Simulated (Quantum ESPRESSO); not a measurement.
# Collinear magnetic orders of MnCuAs with Quantum ESPRESSO, part 2 of 2

Aim: find out which collinear order of MnCuAs costs least.

Quantum ESPRESSO 7.5; PBEsol; plane waves with GBRV 1.5 PBEsol potentials, no spin-orbit coupling.

So far, absolute magnetization (μB): step 2 (run 1, typed as ferro ++++) 16.5.

## 3. Run 2, typed as antiferro +−−+

File pw.in:

```
&CONTROL
  calculation = 'scf'
  prefix = 'pwscf'
  outdir = './tmp'
  pseudo_dir = './pseudo'
  disk_io = 'nowf'
/
&SYSTEM
  ibrav = 0
  celldm(1) = 8
  nat = 12
  ntyp = 4
  ecutwfc = 40
  ecutrho = 280
  nbnd = 96
  occupations = 'smearing'
  smearing = 'fd'
  degauss = 0.00734986
  nspin = 2
  starting_magnetization(1) = 0.2333
  starting_magnetization(2) = -0.2333
  starting_magnetization(3) = 0
  starting_magnetization(4) = 0
/
&ELECTRONS
  conv_thr = 2.4d-08
  electron_maxstep = 150
  mixing_beta = 0.3
/
ATOMIC_SPECIES
Mn1    54.9380 mn_pbesol_v1.5.uspp.F.UPF
Mn2    54.9380 mn_pbesol_v1.5.uspp.F.UPF
Cu     63.5460 cu_pbesol_v1.2.uspp.F.UPF
As     74.9216 as_pbesol_v1.uspp.F.UPF
CELL_PARAMETERS alat
   1.5636205494858    0.0000000000000    0.0000000000000
   0.0000000000000    0.9113212172858    0.0000000000000
   0.0000000000000    0.0000000000000    1.7255409104435
ATOMIC_POSITIONS crystal
Mn1     0.9583900700    0.7500000000    0.1863232200
Mn2     0.0416099300    0.2500000000    0.8136767800
Mn2     0.4583900700    0.7500000000    0.3136767800
Mn1     0.5416099300    0.2500000000    0.6863232200
Cu      0.8801615100    0.7500000000    0.5623762400
Cu      0.1198384900    0.2500000000    0.4376237600
Cu      0.3801615100    0.7500000000    0.9376237600
Cu      0.6198384900    0.2500000000    0.0623762400
As      0.2556784500    0.7500000000    0.6205452400
As      0.7443215400    0.2500000000    0.3794547600
As      0.7556784600    0.7500000000    0.8794547600
As      0.2443215500    0.2500000000    0.1205452400
K_POINTS automatic
4 8 4 0 0 0
```

The run is started by

```sh
$ OMP_NUM_THREADS=1 mpirun -n 4 pw.x -nk 4 -in pw.in > pw.out
```

Output:

```text
[banner, memory and clock lines left out]
Program PWSCF v.7.5 starts

     Message from routine setup:
     using ibrav=0 with symmetry is DISCOURAGED, use correct ibrav instead

     bravais-lattice index     =            0
     lattice parameter (alat)  =       8.0000  a.u.
     unit-cell volume          =    1258.9198 (a.u.)^3
     number of atoms/cell      =           12
     number of atomic types    =            4
     number of electrons       =       156.00
     number of Kohn-Sham states=           96
     kinetic-energy cutoff     =      40.0000  Ry
     charge density cutoff     =     280.0000  Ry
     scf convergence threshold =      2.4E-08
     mixing beta               =       0.3000
     number of iterations used =            8  plain     mixing
     Exchange-correlation= SLA  PW   PSX  PSC
                           (   1   4  10   8   0   0   0)

     celldm(1)=   8.000000  celldm(2)=   0.000000  celldm(3)=   0.000000
     celldm(4)=   0.000000  celldm(5)=   0.000000  celldm(6)=   0.000000

     crystal axes: (cart. coord. in units of alat)
               a(1) = (   1.563621   0.000000   0.000000 )
               a(2) = (   0.000000   0.911321   0.000000 )
               a(3) = (   0.000000   0.000000   1.725541 )

     reciprocal axes: (cart. coord. in units 2 pi/alat)
               b(1) = (  0.639541  0.000000  0.000000 )
               b(2) = (  0.000000  1.097308  0.000000 )
               b(3) = (  0.000000  0.000000  0.579528 )

     PseudoPot. # 1 for Mn read from file:
     mn_pbesol_v1.5.uspp.F.UPF
     Pseudo is Ultrasoft + core correction, Zval = 15.0

     PseudoPot. # 2 for Mn read from file:
     mn_pbesol_v1.5.uspp.F.UPF
     Pseudo is Ultrasoft + core correction, Zval = 15.0

     PseudoPot. # 3 for Cu read from file:
     cu_pbesol_v1.2.uspp.F.UPF
     Pseudo is Ultrasoft + core correction, Zval = 19.0

     PseudoPot. # 4 for As read from file:
     as_pbesol_v1.uspp.F.UPF
     Pseudo is Ultrasoft + core correction, Zval =  5.0

     atomic species   valence    mass     pseudopotential
     Mn1              15.00    54.93800     Mn( 1.00)
     Mn2              15.00    54.93800     Mn( 1.00)
     Cu               19.00    63.54600     Cu( 1.00)
     As                5.00    74.92160     As( 1.00)

     Starting magnetic structure
     atomic species   magnetization
     Mn1             0.233
     Mn2            -0.233
     Cu              0.000
     As              0.000

      4 Sym. Ops. (no inversion) found ( 3 have fractional translation)

   Cartesian axes

     site n.     atom                  positions (alat units)
         1        Mn1    tau(   1) = (   1.4985584   0.6834909   0.3215083  )
         2        Mn2    tau(   2) = (   0.0650621   0.2278303   1.4040326  )
         3        Mn2    tau(   3) = (   0.7167481   0.6834909   0.5412621  )
         4        Mn1    tau(   4) = (   0.8468724   0.2278303   1.1842788  )
         5        Cu     tau(   5) = (   1.3762386   0.6834909   0.9704032  )
         6        Cu     tau(   6) = (   0.1873819   0.2278303   0.7551377  )
         7        Cu     tau(   7) = (   0.5944283   0.6834909   1.6179082  )
         8        Cu     tau(   8) = (   0.9691922   0.2278303   0.1076328  )
         9        As     tau(   9) = (   0.3997841   0.6834909   1.0707762  )
        10        As     tau(  10) = (   1.1638365   0.2278303   0.6547647  )
        11        As     tau(  11) = (   1.1815944   0.6834909   1.5175352  )
        12        As     tau(  12) = (   0.3820262   0.2278303   0.2080057  )

     number of k points=    45  Fermi-Dirac smearing, width (Ry)=  0.0073
                       cart. coord. in units 2pi/alat
        k(    1) = (   0.0000000   0.0000000   0.0000000), wk =   0.0078125
        k(    2) = (   0.0000000   0.0000000   0.1448821), wk =   0.0156250
        k(    3) = (   0.0000000   0.0000000  -0.2897642), wk =   0.0078125
        k(    4) = (   0.0000000   0.1371635   0.0000000), wk =   0.0156250
        k(    5) = (   0.0000000   0.1371635   0.1448821), wk =   0.0312500
        [... 40 further k-points ...]

     Dense  grid:    99637 G-vectors     FFT dimensions: (  72,  40,  80)

     Smooth grid:    43097 G-vectors     FFT dimensions: (  54,  30,  60)

     Check: negative core charge=   -0.000024
     Generating pointlists ...
     new r_m :   0.2546 (alat units)  2.0365 (a.u.) for type    1
     new r_m :   0.2546 (alat units)  2.0365 (a.u.) for type    2
     new r_m :   0.2395 (alat units)  1.9164 (a.u.) for type    3
     new r_m :   0.2395 (alat units)  1.9164 (a.u.) for type    4

     Initial potential from superposition of free atoms

     starting charge     149.9987, renormalised to     156.0000
     Starting wfcs are  120 randomized atomic wfcs

     Self-consistent Calculation

     iteration #  1     ecut=    40.00 Ry     beta= 0.30
     Davidson diagonalization with overlap
     ethr =  1.00E-02,  avg # of iterations =  3.0

     total energy              =   -2610.82089742 Ry
     estimated scf accuracy    <      23.64195828 Ry

     total magnetization       =    -0.00 Bohr mag/cell
     absolute magnetization    =     9.40 Bohr mag/cell

     iteration #  2     ecut=    40.00 Ry     beta= 0.30
     Davidson diagonalization with overlap
     ethr =  1.00E-02,  avg # of iterations =  4.0

     total energy              =   -2609.43678477 Ry
     estimated scf accuracy    <      78.47100121 Ry

     total magnetization       =     0.00 Bohr mag/cell
     absolute magnetization    =     1.48 Bohr mag/cell

     [... further iterations left out ...]

     iteration # 18     ecut=    40.00 Ry     beta= 0.30
     Davidson diagonalization with overlap
     ethr =  1.26E-10,  avg # of iterations =  4.3

     negative rho (up, down):  3.664E-04 3.661E-04

     total energy              =   -2618.25912794 Ry
     estimated scf accuracy    <       0.00000016 Ry

     total magnetization       =    -0.00 Bohr mag/cell
     absolute magnetization    =    16.55 Bohr mag/cell

     iteration # 19     ecut=    40.00 Ry     beta= 0.30
     Davidson diagonalization with overlap
     ethr =  1.02E-10,  avg # of iterations =  2.0

     negative rho (up, down):  3.661E-04 3.661E-04

     Magnetic moment per site  (integrated on atomic sphere of radius R)
     atom   1 (R=0.255)  charge= 13.2896  magn=  3.7462
     atom   2 (R=0.255)  charge= 13.2897  magn= -3.7463
     atom   3 (R=0.255)  charge= 13.2897  magn= -3.7463
     atom   4 (R=0.255)  charge= 13.2896  magn=  3.7462
     atom   5 (R=0.240)  charge= 17.5966  magn=  0.0023
     atom   6 (R=0.240)  charge= 17.5966  magn= -0.0023
     atom   7 (R=0.240)  charge= 17.5966  magn= -0.0023
     atom   8 (R=0.240)  charge= 17.5966  magn=  0.0023
     atom   9 (R=0.240)  charge=  2.7227  magn=  0.0122
     atom  10 (R=0.240)  charge=  2.7227  magn= -0.0122
     atom  11 (R=0.240)  charge=  2.7227  magn= -0.0122
     atom  12 (R=0.240)  charge=  2.7227  magn=  0.0122

     End of self-consistent calculation

     [... lines left out ...]
     the Fermi energy is    12.6225 ev

!    total energy              =   -2618.25912796 Ry
     estimated scf accuracy    <       0.00000001 Ry
     smearing contrib. (-TS)   =      -0.00733967 Ry
     internal energy E=F+TS    =   -2618.25178830 Ry

     The total energy is F=E-TS. E is the sum of the following terms:
     one-electron contribution =   -1887.42553071 Ry
     hartree contribution      =    1012.85214854 Ry
     xc contribution           =    -384.61489718 Ry
     ewald contribution        =   -1359.06350894 Ry

     total magnetization       =     0.00 Bohr mag/cell
     absolute magnetization    =    16.55 Bohr mag/cell

     convergence has been achieved in  19 iterations
```

Elapsed: 8.4 min, on 4 MPI ranks of Intel Xeon Platinum 8259CL at 2.50GHz (Skylake/Cascade Lake), shared host; peak memory 1.6 GiB.

Spin moment in the atom's sphere by atom:

```
atom  spin moment in the atom's sphere (μB)
 Mn1                                   3.75
 Mn2                                  -3.75
 Mn3                                  -3.75
 Mn4                                   3.75
 Cu5                                   0.00
 Cu6                                   0.00
 Cu7                                   0.00
 Cu8                                   0.00
 As9                                   0.01
As10                                  -0.01
As11                                  -0.01
As12                                   0.01
```

Numbers from this step:

- smearing term TS: 0.09986 eV
- magnetization: 0 μB
- absolute magnetization: 16.55 μB
- final state: antiferromagnetic

## 4. Run 3, typed as antiferro ++−−

pw.in, as its differences from that of step 3:

```diff
@@ -40,5 +40,5 @@
 Mn1     0.9583900700    0.7500000000    0.1863232200
-Mn2     0.0416099300    0.2500000000    0.8136767800
+Mn1     0.0416099300    0.2500000000    0.8136767800
 Mn2     0.4583900700    0.7500000000    0.3136767800
-Mn1     0.5416099300    0.2500000000    0.6863232200
+Mn2     0.5416099300    0.2500000000    0.6863232200
 Cu      0.8801615100    0.7500000000    0.5623762400
```

Output:

```text
     [... lines left out ...]
Program PWSCF v.7.5 starts
     [... lines left out ...]
     number of atoms/cell      =           12
     [... lines left out ...]
     number of electrons       =       156.00
     number of Kohn-Sham states=           96
     kinetic-energy cutoff     =      40.0000  Ry
     charge density cutoff     =     280.0000  Ry
     scf convergence threshold =      2.4E-08
     [... lines left out ...]
      4 Sym. Ops., with inversion, found ( 2 have fractional translation)
     [... lines left out ...]
     number of k points=    50  Fermi-Dirac smearing, width (Ry)=  0.0073
     [... lines left out ...]
     iteration # 21     ecut=    40.00 Ry     beta= 0.30
     [... lines left out ...]
     Magnetic moment per site  (integrated on atomic sphere of radius R)
     atom   1 (R=0.255)  charge= 13.2909  magn=  3.7540
     atom   2 (R=0.255)  charge= 13.2909  magn=  3.7540
     atom   3 (R=0.255)  charge= 13.2912  magn= -3.7541
     atom   4 (R=0.255)  charge= 13.2912  magn= -3.7541
     atom   5 (R=0.240)  charge= 17.5963  magn= -0.0023
     atom   6 (R=0.240)  charge= 17.5963  magn= -0.0023
     atom   7 (R=0.240)  charge= 17.5961  magn=  0.0023
     atom   8 (R=0.240)  charge= 17.5961  magn=  0.0023
     atom   9 (R=0.240)  charge=  2.7231  magn=  0.0108
     atom  10 (R=0.240)  charge=  2.7231  magn=  0.0108
     atom  11 (R=0.240)  charge=  2.7235  magn= -0.0108
     atom  12 (R=0.240)  charge=  2.7235  magn= -0.0108
     [... lines left out ...]
     the Fermi energy is    12.6228 ev
!    total energy              =   -2618.24305663 Ry
     estimated scf accuracy    <          1.3E-09 Ry
     smearing contrib. (-TS)   =      -0.01000511 Ry
     [... lines left out ...]
     total magnetization       =    -0.00 Bohr mag/cell
     absolute magnetization    =    16.54 Bohr mag/cell
     convergence has been achieved in  21 iterations
```

Elapsed: 10 min, on 4 MPI ranks; peak memory 1.6 GiB; 40 min of CPU time.

Spin moment in the atom's sphere by atom:

```
atom  spin moment in the atom's sphere (μB)
 Mn1                                   3.75
 Mn2                                   3.75
 Mn3                                  -3.75
 Mn4                                  -3.75
 Cu5                                   0.00
 Cu6                                   0.00
 Cu7                                   0.00
 Cu8                                   0.00
 As9                                   0.01
As10                                   0.01
As11                                  -0.01
As12                                  -0.01
```

Numbers from this step:

| Item | Value |
| --- | --- |
| smearing term TS | 0.1361 eV |
| magnetization | 0 μB |
| absolute magnetization | 16.55 μB |
| final state | antiferromagnetic |

## 5. Ranking

An order is kept where moments of 0.15 μB or more survive with the typed signs; meshes match where a doubled cell samples the same k points as the first cell.

Orders:

```
         start        final state  typed order kept  energy over the lowest (meV a seeded atom)  largest site moment (μB)  net moment (μB a cell of the first run)  mesh matched  CPU time (s)
    ferro ++++      ferromagnetic               yes                                       182.4                     3.731                                    16.08           yes          2187
antiferro +--+  antiferromagnetic               yes                                           0                     3.746                                        0           yes          2009
antiferro ++--  antiferromagnetic               yes                                       54.67                     3.754                                        0           yes          2423
```

## 6. Energy mapping

E = −Σ J e·e over ordered pairs of unit vectors, so each pair counts twice. As many shells are taken as there are differences of energy, so the couplings are solved for and no residual tests the model; further shells are folded in, and shells whose pairs keep their relative signs in all orders cancel and are not probed. Couplings from the energies:

```
 pair  distance (Å)  neighbours an atom  J (meV)
Mn-Mn         3.382                   2   -13.67
Mn-Mn         3.438                   2   -31.92
```

## 7. Summary of results

```json
{"lowest state found": "antiferromagnetic (from antiferro +--+)", "largest site moment": "3.75 μB", "next state with moments": "antiferromagnetic, 54.7 meV a seeded atom higher", "J of the weightiest shell (Mn-Mn, 3.44 Å; E = −Σ J e·e, ordered pairs)": "-31.9 meV"}
```

What this shows: The largest moment changes by 0.62 % between the kept orders, as for well localised moments. This is the lowest of 3 collinear or spinless starts, no proof of the ground state. Energies are free energies at an electronic temperature of 1160 K, which lowers moments and differences where the moments are itinerant.

[Logs and program files are shortened in this print: banners, set-up blocks, solver, clock and traceback lines can be left out without a mark of their own.]

[Logs are printed without paths, hosts, clocks, repeated set-up lines and the standing remarks that a program may print on its own settings, such as how far it seeks lower states.]

[Hosts, paths, dates, database ids (printed as entryN), source tags and the programs' standing remarks are cut or masked in the printed files.]

[Where a cell is said to come from a database of computed structures, the database is the Materials Project.]
